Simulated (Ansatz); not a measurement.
# Li3VO4 (Pmn2_1):V_Li (site 2), thermodynamic levels from a 64-atom cell

Aim: at which Fermi levels does V_Li (site 2) in Li3VO4 (Pmn2_1) change its charge? The model is a cell of 64 host atoms with 1 Li taken out.

Calculated with Ansatz 0.2.0; place-levels on PBEsol runs: charge-transition levels and formation energies with image-charge correction and potential alignment at the atomic sites.

**1. Set-up**

The cell holds 63 atoms: 23 Li, 8 V and 32 O. Its edges and angles: a = 9.648 Å, b = 9.648 Å, c = 9.648 Å, α = 98.7°, β = 111.7°, γ = 118.7°. It derives from Li3VO4 (space group Pmn2_1). Nearest the centre at fractional (0.089, 0.255, 0.333): O62 at 1.97 Å, O32 at 1.98 Å, O40 at 1.98 Å, O54 at 1.99 Å, O53 at 2.95 Å, V29 at 3.02 Å, Li5 at 3.04 Å, Li10 at 3.04 Å.

Known beforehand: the electronic dielectric constant, (3.25, 3.13, 3.33), and the static one, (6.65, 6.29, 7.70), from a response run on this crystal (DFPT, PBEsol) at that run's own cell.

The cell's shortest repeat is 9.6 Å.

**2. What was run first**

A transition level is the Fermi level at which two charge states cost the same, so each charge needs its own total energy, at its own relaxed structure.

Each atom starts 0.05 Å or so off its site in a random direction: a symmetric start keeps its symmetry, and would miss off-centre moves and Jahn–Teller distortions. Forces are taken at one point at (¼, ¼, ¼). The cell holds 1 electron more than the neutral one, with a uniform background that keeps it neutral on the whole.

The sampling was tested on the host first: at the k-points planned (1x1x1 shifted 0.25 0.25 0.25) its energy lies -0.001 eV an atom from the dense-mesh value, under the bound of 0.02 eV set for this test; that bounds the host's error, not the defect's.

One state's input; the others differ in charge, spin, start and seed, and in occupations where the table says so.

qm1.relax/input.yaml

```yaml
crystal:
  lattice:
    - [-6.28601216, 5.41796067, 4.92165736]
    - [6.28601216, -5.41796067, 4.92165736]
    - [6.28601216, 5.41796067, -4.92165736]
  atoms:
    - { symbol: Li, position: [0.33914451, 0.12883353, 0.45779915] }
    - { symbol: Li, position: [0.33914451, 0.62883353, 0.95779915] }
    - { symbol: Li, position: [0.83914451, 0.12883353, 0.95779915] }
[... 1 atom line left out ...]
    - { symbol: Li, position: [0.42103438, 0.38134536, 0.29220085] }
[... 2 atom lines left out ...]
    - { symbol: Li, position: [0.92103438, 0.88134536, 0.29220085] }
[... 1 atom line left out ...]
    - { symbol: Li, position: [0.42103438, 0.62883353, 0.53968902] }
    - { symbol: Li, position: [0.92103438, 0.12883353, 0.53968902] }
[... 1 atom line left out ...]
    - { symbol: Li, position: [0.33914451, 0.38134536, 0.71031098] }
[... 1 atom line left out ...]
    - { symbol: Li, position: [0.83914451, 0.38134536, 0.21031098] }
[... 8 atom lines left out ...]
    - { symbol: V, position: [0.08546854, 0.00052658, 0.08494196] }
    - { symbol: V, position: [0.08546854, 0.50052658, 0.58494196] }
[... 3 atom lines left out ...]
    - { symbol: V, position: [0.16558462, 0.50052658, 0.16505804] }
    - { symbol: V, position: [0.66558462, 0.00052658, 0.16505804] }
[... 1 atom line left out ...]
    - { symbol: O, position: [0.21519257, 0.1676592, 0.27234663] }
[... 7 atom lines left out ...]
    - { symbol: O, position: [0.21519257, 0.44284594, 0.54753337] }
[... 6 atom lines left out ...]
    - { symbol: O, position: [0.64531257, 0.94284594, 0.97765337] }
[... 5 atom lines left out ...]
    - { symbol: O, position: [0.37002561, 0.55452162, 0.31550399] }
    - { symbol: O, position: [0.87002561, 0.05452162, 0.31550399] }
[... 3 atom lines left out ...]
    - { symbol: O, position: [0.98901763, 0.05452162, 0.93449601] }
    - { symbol: O, position: [0.98901763, 0.55452162, 0.43449601] }
[... 2 atom lines left out ...]
    - { symbol: O, position: [0.99050749, 0.32682811, 0.16367939] }
    - { symbol: O, position: [0.99050749, 0.82682811, 0.66367939] }
  host:
    repeats: [1, 1, 1]
    atoms:
      - { symbol: Li, position: [0.33914451, 0.12883353, 0.45779915] }
      - { symbol: Li, position: [0.33914451, 0.62883353, 0.95779915] }
      # ... 62 more atoms of the perfect host
total_charge: -1
basis:
  ecutwfc: 420
  xc_grid: 2
hamiltonian:
  xc: pbesol
kpoints:
  mp_grid: { grid: [1, 1, 1], shift: [0.25, 0.25, 0.25] }
scf:
  occupations: { method: fixed }
  max_iter: 100
output:
  forces: true
  charged_corrections:
    epsilon: [3.25, 3.13, 3.33]
    static_epsilon: [6.65, 6.29, 7.7]
    defect_position: [0.088618, 0.255338, 0.333281]
relax:
  f_tol: 0.02
  max_steps: 80
  random_displacement: { amplitude: 0.05, seed: 4859 }
checkpoint:
  write: "../qm1.relax.run"
  compress: false
  write_wavefunctions: true
  write_every: 100000
```

Launch:

```sh
$ ansatz run input.yaml --threads 4 --pin off --max-ram 7536MiB --backend cpu --events-out ev --progress --plain --runs-dir out
```

Defect states can disperse in a cell of this size, so the energy is taken again at a 2×2×2 shifted mesh, on the relaxed structure.

The run of this state that the levels use, under PBEsol:

qm1.point/input.yaml

```yaml
crystal:
  checkpoint: "../qm1.relax.run"
  host: checkpoint
total_charge: -1
basis:
  ecutwfc: 420
  xc_grid: 2
hamiltonian:
  xc: pbesol
kpoints:
  mp_grid: { grid: [2, 2, 2], shift: [0.5, 0.5, 0.5] }
scf:
  occupations: { method: fermi_dirac, width: 0.01 }
  max_iter: 100
output:
  forces: true
  eigenvalues: true
  charged_corrections:
    epsilon: [3.25, 3.13, 3.33]
    static_epsilon: [6.65, 6.29, 7.7]
    defect_position: [0.088618, 0.255338, 0.333281]
  eigenstates: { localisation: true }
  populations: true
  band_densities: [{ bands: [v1, v1] }, { bands: [c1, c1] }]
  write_density: true
  write_potential: true
  volumetric_format: npy
checkpoint:
  read: "../qm1.relax.run"
  write: "../qm1.point.run"
  compress: false
  write_wavefunctions: false
  write_every: 100000
```

Relaxations under PBEsol at one point at (¼, ¼, ¼); times on 4 threads of Arm Neoverse V1, shared host:

```csv
charge,moment (μB),occupations,outcome,steps,largest displacement against the far atoms (Å),time
−1,0,fixed,converged,5,0.19,42 s
0,1,fixed,converged,6,0.18,2.8 min
+1,0,fixed,not converged,-,-,39 s
+1,0,fermi-dirac,converged,10,0.36,2.6 min
+1,2,fixed,converged,7,0.34,3.2 min
```

Single points under PBEsol at a 2×2×2 shifted mesh; times on 4 threads of Arm Neoverse V1, shared host:

```csv
charge,moment (μB),occupations,outcome,time
−1,0,fermi-dirac,converged,42 s
0,1,fermi-dirac,converged,2.6 min
+1,0,fermi-dirac,converged,86 s
+1,2,fermi-dirac,converged,2.4 min
```

Distances (Å) from the ideal centre to the nearest atoms after relaxation with PBEsol:

```csv
charge,moment (μB),1.,2.,3.,4.,5.,6.
−1,0,O 2.09,O 2.16,O 2.16,O 2.18,O 2.98,Li 3.00
0,1,O 2.11,O 2.13,O 2.16,O 2.16,O 2.93,Li 3.02
+1,0,O 2.08,O 2.15,O 2.16,O 2.34,O 2.99,Li 3.05
+1,2,O 2.08,O 2.13,O 2.13,O 2.32,O 3.01,Li 3.05
```

**3. Levels against the band edges, PBEsol**

A charged cell interacts with its images and the background, and its potential has another zero than the host's. place-levels removes the first by a point-charge model, screened by the static dielectric constant since the ions have relaxed around the charge, and the second by comparing potentials at atoms far from the defect.

The host is a run of the defect-free crystal in the same cutoffs, grids and k-points, so that basis and sampling errors cancel in part in the differences. Its band edges come from a run of the primitive cell that searches the zone for them. Chemical potentials are energies per atom of Li (bcc), run with the same functional and cutoff.

levels.point.yaml

```yaml
host:
  run: host.point.run
  levels_from: { run: edges.point.run }
states: [qm1.point.run, q0_M1.point.run, qp1.point.run, qp1_M2.point.run]
geometry_from:
  qm1.point.run: qm1.relax.run
  q0_M1.point.run: q0_M1.relax.run
  qp1.point.run: qp1.relax_smeared.run
  qp1_M2.point.run: qp1_M2.relax.run
  host.point.run: host.relax.run
chemical_potentials:
  Li:
    energy: -202.99658
    dataset: "<sha256 of the dataset>"
epsilon: [3.25, 3.13, 3.33]
static_epsilon: [6.65, 6.29, 7.7]
vertical:
  - { from: qm1.point.run, to: qm1.point_neutral.run }
  - { from: qp1.point.run, to: qp1.point_neutral.run }
  - { from: qp1_M2.point.run, to: qp1_M2.point_neutral.run }
```

Launch:

```sh
$ ansatz place-levels levels.point.yaml -- --threads 4 --pin off --max-ram 7536MiB
```

Numbers of over 12 decimals in the logs are rounded to 6 here.

The program printed:

```text
[... repeated set-up lines and file paths are left out, and long positions are rounded to six places ...]
(+1/0) 0.000 eV above the valence edge (-0.206 eV without the band-filling correction), 4.054 eV under the conduction edge
(0/-1) 0.374 eV above the valence edge, 3.680 eV under the conduction edge
formation energy of charge +1: +5.462 eV with the Fermi level at the valence edge
formation energy of charge 0: +5.462 eV with the Fermi level at the valence edge
formation energy of charge -1: +5.836 eV with the Fermi level at the valence edge
vertical -1 to 0: no energy, since no alignment is typed
  the change from vertical[0].from (qm1.point.run) to vertical[0].to (qm1.point_neutral.run): by its potential at epsilon [3.25, 3.13, 3.33] it stands at 0.132 0.478 0.208, with an rms radius of about 4.3 Å (2.2 3.1 2.1 Å across the planes of the cell's [...]
vertical +1 to 0: no energy, since no alignment is typed
  the change from vertical[1].from (qp1.point.run) to vertical[1].to (qp1.point_neutral.run): by its potential at epsilon [3.25, 3.13, 3.33] it stands at 0.510 0.537 0.261, with an rms radius of about 5.3 Å (3.0 2.9 3.3 Å across the planes of the cell's [...]
vertical +1 to 0: no energy, since no alignment is typed
  the change from vertical[2].from (qp1_M2.point.run) to vertical[2].to (qp1_M2.point_neutral.run): by its potential at epsilon [3.25, 3.13, 3.33] it stands at 0.168 0.467 0.234, with an rms radius of about 4.6 Å (2.5 2.9 2.5 Å across the planes of the cell's [...]
  edges by pbesol of host.levels_from (edges.point.run), its mesh sampled to repeats of 27.09 Å (the valence edge +0.048 eV and the conduction edge -0.022 eV from those of the host's own run), gap 4.054 eV; the host is sampled to repeats of 19.69 Å
  the defect's cells are sampled to repeats of 19.69 Å, like sampling
  charge +1: -45767.7493 eV with its correction of +0.070 eV, at epsilon [6.65, 6.29, 7.7], aligned at sites: -0.2756 eV, mean over 22 atomic sites at or beyond 4.82 Å from the defect at [0.0886, 0.2553, 0.3333], with +0.000000 for the charge's moments and [...]
  states[3] (qp1_M2.point.run): levels filled in part (TS 0.004 eV): its energy is of no whole electron's
  charge 0: +0.000 eV for its dipole among its images, +0.000 omitted
  states[1] (q0_M1.point.run): levels filled in part (TS 0.009 eV): its energy is of no whole electron's
  charge -1: -45761.3807 eV with its correction of +0.422 eV, at epsilon [6.65, 6.29, 7.7], aligned at sites: -0.0765 eV, mean over 22 atomic sites at or beyond 4.82 Å from the defect at [0.0886, 0.2553, 0.3333], with +0.000000 for the charge's moments and [...]
  charge +1: states[2] (qp1.point.run) stands 0.079 eV higher, with a moment of 0.00 μB against 2.00
  states[2] (qp1.point.run): levels filled in part (TS 0.020 eV): its energy is of no whole electron's
  of states[3] (qp1_M2.point.run): it parts from the run at its places by a charge that spreads by about 2.9 Å along one vector (1.3 Å or more is wide), by its potential at epsilon [3.25, 3.13, 3.33], taken for that of held ions (one typed too small widens [...]
  of states[1] (q0_M1.point.run): its displacements don't fall off away from the defect: farther atoms stand 0.018 Å off the host's places. [...]
  of states[0] (qm1.point.run): it parts from the run at its places by a charge that spreads by about 3.1 Å along one vector (1.3 Å or more is wide), by its potential at epsilon [3.25, 3.13, 3.33], taken for that of held ions (one typed too small widens it), [...]
  of states[2] (qp1.point.run): it parts from the run at its places by a charge that spreads by about 3 Å along one vector (1.3 Å or more is wide), by its potential at epsilon [3.25, 3.13, 3.33], taken for that of held ions (one typed too small widens it), [...]
  of vertical[0].from (qm1.point.run): its displacements don't fall off away from the defect: farther atoms stand 0.023 Å off the host's places. [...]
  vertical[0].to (qm1.point_neutral.run): levels filled in part (TS 0.010 eV): its energy is of no whole electron's
  of vertical[0].to (qm1.point_neutral.run): its displacements don't fall off away from the defect: farther atoms stand 0.023 Å off the host's places. [...]
  vertical[1].from (qp1.point.run): levels filled in part (TS 0.020 eV): its energy is of no whole electron's
  of vertical[1].from (qp1.point.run): its displacements don't fall off away from the defect: farther atoms stand 0.037 Å off the host's places. [...]
  vertical[1].to (qp1.point_neutral.run): levels filled in part (TS 0.008 eV): its energy is of no whole electron's
  of vertical[1].to (qp1.point_neutral.run): its displacements don't fall off away from the defect: farther atoms stand 0.037 Å off the host's places. [...]
  vertical[2].from (qp1_M2.point.run): levels filled in part (TS 0.004 eV): its energy is of no whole electron's
  of vertical[2].from (qp1_M2.point.run): its displacements don't fall off away from the defect: farther atoms stand 0.034 Å off the host's places. [...]
  vertical[2].to (qp1_M2.point_neutral.run): levels filled in part (TS 0.009 eV): its energy is of no whole electron's
  of vertical[2].to (qp1_M2.point_neutral.run): its displacements don't fall off away from the defect: farther atoms stand 0.034 Å off the host's places. [...]
```

Run time: 0.49 s. Hardware: 4 threads of Arm Neoverse V1, shared host.

Under PBEsol the gap is 4.05 eV, (+1/0) 0.00 (with band filling), (0/−1) 0.37 eV.

Levels between the charges placed, in eV above the valence top:

```csv
,gap (eV),(+1/0),(0/−1)
PBEsol,4.05,0.00,0.37
```

Corrections by state:

```csv
charge,moment (μB),image terms and alignment (eV),band filling (eV),ε used,"over the lowest of its charge, as the program ranks them, band filling apart (eV)"
+1,2.0,0.070,-0.206,"principal values (6.29, 6.65, 7.70)",0.000
0,1.0,0.000,-,-,0.000
−1,0.0,0.422,-,"principal values (6.29, 6.65, 7.70)",0.000
+1,0.0,0.036,-,"principal values (6.29, 6.65, 7.70)",0.079
```

The charged structures listed were also run neutral, and place-levels reads from each pair, by the potential or the spins, how wide the charge is by which they differ; that can be the carrier of either run.

```csv
charge,rms radius (Å),spread where it is widest against the cell (Å),wide from (Å),reading
+1,4.6,2.93,1.34,wide
−1,4.3,3.08,1.34,wide
```

The neutral runs of these pairs need not share the spin of the lowest neutral state, and very wide values only mean spread over the cell.

From the program's caveats on the states, each cut to its opening words:

- charge +1 (2 μB): it parts from the run at its places by a charge that spreads by about 2.9 Å along one vector (1.3 Å or more is wide), by its potential at epsilon [3.25, 3.13, [...]
- charge +1 (2 μB): a band-filling correction moves a carrier to the host's band edge, which changes its energy by -0.206 eV
- charge +1 (2 μB): its displacements don't fall off away from the defect: farther atoms stand 0.034 Å off the host's places
- charge 0 (1 μB): its displacements don't fall off away from the defect: farther atoms stand 0.018 Å off the host's places
- charge −1: it parts from the run at its places by a charge that spreads by about 3.1 Å along one vector (1.3 Å or more is wide), by its potential at epsilon [3.25, 3.13, [...]
- charge −1: its displacements don't fall off away from the defect: farther atoms stand 0.023 Å off the host's places
- charge +1: it parts from the run at its places by a charge that spreads by about 3 Å along one vector (1.3 Å or more is wide), by its potential at epsilon [3.25, 3.13, [...]
- charge +1: its displacements don't fall off away from the defect: farther atoms stand 0.037 Å off the host's places

Chemical potentials of the elements' reference phases, run alike. Formation energies (elemental references), with the Fermi level at the valence top and at the conduction bottom (gap 4.05 eV):

```csv
charge,at valence top (eV),at conduction bottom (eV),correction included (eV)
+1,5.46,9.52,-0.14
0,5.46,5.46,0.00
−1,5.84,1.78,0.42
```

| Fermi level (eV) | lowest formation energy (eV) |
| --- | --- |
| 0.00 | 5.46 |
| 0.37 | 5.46 |
| 0.74 | 5.10 |
| 1.10 | 4.73 |
| 1.47 | 4.36 |
| 1.84 | 3.99 |
| 2.21 | 3.62 |
| 2.58 | 3.26 |
| 2.95 | 2.89 |
| 3.32 | 2.52 |
| 3.69 | 2.15 |
| 4.05 | 1.78 |

**4. Placing the levels, r2SCAN**

r2SCAN on the same structure is run to see how far the result rests on the functional, though not on the errors that semilocal functionals share; the sampling changes too, to one point at (¼, ¼, ¼), so differences hold both changes.

qm1.r2scan/input.yaml

```yaml
crystal:
  checkpoint: "../qm1.relax.run"
  host: checkpoint
total_charge: -1
basis:
  ecutwfc: 500
  xc_grid: 2
hamiltonian:
  xc: r2scan
kpoints:
  mp_grid: { grid: [1, 1, 1], shift: [0.25, 0.25, 0.25] }
scf:
  occupations: { method: fermi_dirac, width: 0.01 }
  max_iter: 100
output:
  forces: true
  eigenvalues: true
  charged_corrections:
    epsilon: [3.25, 3.13, 3.33]
    static_epsilon: [6.65, 6.29, 7.7]
    defect_position: [0.088618, 0.255338, 0.333281]
checkpoint:
  write: "../qm1.r2scan.run"
  compress: false
  write_wavefunctions: false
  write_every: 100000
```

The job ended after 24 s (4 threads; peak memory 1.6 GiB).

levels.r2scan.yaml

```yaml
host:
  run: host.r2scan.run
  levels_from: { run: edges.r2scan.run }
states: [qm1.r2scan.run, q0_M1.r2scan.run, qp1.r2scan.run, qp1_M2.r2scan.run]
geometry_from:
  qm1.r2scan.run: qm1.relax.run
  q0_M1.r2scan.run: q0_M1.relax.run
  qp1.r2scan.run: qp1.relax_smeared.run
  qp1_M2.r2scan.run: qp1_M2.relax.run
  host.r2scan.run: host.relax.run
chemical_potentials:
  Li:
    energy: -205.1324
    dataset: "<sha256 of the dataset>"
```

Launch:

```sh
$ ansatz place-levels levels.r2scan.yaml -- --threads 4 --pin off --max-ram 7536MiB
```

The program printed:

```text
(+1/0) 0.005 eV beneath the valence edge (-0.121 eV without the band-filling correction), in the valence band
(0/-1) 0.398 eV above the valence edge, 4.048 eV under the conduction edge
formation energy of charge +1: +5.907 eV with the Fermi level at the valence edge
formation energy of charge 0: +5.902 eV with the Fermi level at the valence edge
formation energy of charge -1: +6.300 eV with the Fermi level at the valence edge
  edges by r2scan of host.levels_from (edges.r2scan.run), its mesh sampled to repeats of 27.09 Å (the valence edge +0.137 eV and the conduction edge -0.049 eV from those of the host's own run), gap 4.446 eV; the host is sampled to repeats of 14.64 Å
[... the lines on each state left out ...]
```

Elapsed: 0.27 s, on 4 threads.

Under r2SCAN the gap is 4.45 eV, (+1/0) -0.01 (outside the gap) (with band filling), (0/−1) 0.40 eV; the stage before (PBEsol, at other k-points) gave a gap of 4.05 eV and levels within 0.02 eV of these.

**5. Cost and result**

Levels between neighbouring charges, in eV above each run's own valence top:

```csv
,gap (eV),(+1/0),(0/−1),CPU time a state at this stage (restarts are quicker than cold starts)
"PBEsol, 2×2×2 shifted mesh",4.05,0.00,0.37,6.9 min
"r2SCAN on PBEsol structures, (¼, ¼, ¼)",4.45,-0.01,0.40,5.1 min
```

**6. What came out**

```
gap of the host                                                             : 4.05 eV (PBEsol)
level (plus 1/0)                                                            : 0.00 eV above the valence top (-0.21 eV above the valence top without the band-filling term)
level (0/minus 1)                                                           : 0.37 eV above the valence top
lowest of the charges placed, just above the valence top (0.02 eV)          : 0
lowest of the charges placed, just below the conduction bottom (0.02 eV)    : −1
lowest formation energy at mid-gap of the charges run, elemental references : 3.81 eV
```

Of the charges placed (−1, 0 and +1), the lowest changes at 0.37 eV (0/−1) above the valence top, in a gap of 4.05 eV. (0/−1) lies nearer to a band edge than the share of the finite-size correction in it (0.42 eV), and that correction holds for a localised charge alone. Charges below −1 were not placed, so these runs say nothing of levels that involve them. States placed: +1 at 2 μB and 0 μB; 0 at 1 μB; −1 at 0 μB. Other spin states or structures, where not listed, weren't placed. The program finds carriers beyond a band edge of the host and adds a band-filling term at charge +1 (-0.21 eV); steps to such a charge show no bound level, and a defect level inside a band would be read the same way. Keep in mind: PBEsol makes the gap too small and tends to spread out bound carriers; where a gas molecule sets a chemical potential or the host's formation energy, its binding is uncorrected; force components of up to 0.18 eV/Å remain in a run at the final settings.

[Logs are printed without paths, hosts, clocks, repeated set-up lines and the standing remarks that a program may print on its own settings, such as how far it seeks lower states.]

[Hosts, paths, dates, database ids (printed as entryN), source tags and the programs' standing remarks are cut or masked in the printed files.]

[Where a table of states has a column of steps, it counts the stored structures, which are thinned; the runs took as many ionic steps or more.]

[A defect's name tells the site on which it was built; relaxed atoms can leave that site.]

[For some hosts the program warned that the k-mesh of the response run may be too coarse for force constants and the static dielectric constant; such warnings are not shown here.]
